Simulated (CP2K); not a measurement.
The O K edge of methylketene was computed by TDDFT (CP2K XAS_TDP, aug-cc-pVDZ, TDA) at these levels: PBEh(45%), PBEh(45%) + GW2X and PBEh(60%). The first three lines of O4 (bonded to C) with a strength over 0.0015, energy in eV and strength:

```
run           first          second           third
  1  528.13 (0.042)  532.15 (0.026)  532.67 (0.002)
  2  533.80 (0.047)  538.35 (0.030)  539.29 (0.004)
  3  532.89 (0.042)  536.92 (0.026)  537.43 (0.002)
```

**Question.** Which run is which?

Run 1: PBEh(45%) (45 % exact exchange). Run 2: PBEh(60%) (60 % exact exchange). Run 3: PBEh(45%) + GW2X (45 % exact exchange). Self-interaction lifts the core level, so the uncorrected lines rise with the share of exact exchange. The GW2X run keeps the spacings of its parent: 4.03 eV between the first two lines in run 3, 4.02 eV in run 1. Its shift is +4.76 eV, since the Kohn–Sham level at this share of exchange lies that far above the quasiparticle level.

[Banner, clock and machine lines of the logs are left out without a mark of their own.]

[Logs are printed without paths, hosts, clocks, repeated set-up lines and the standing remarks that a program may print on its own settings, such as how far it seeks lower states.]

[Hosts, paths, dates, database ids (printed as entryN), source tags and the programs' standing remarks are cut or masked in the printed files.]
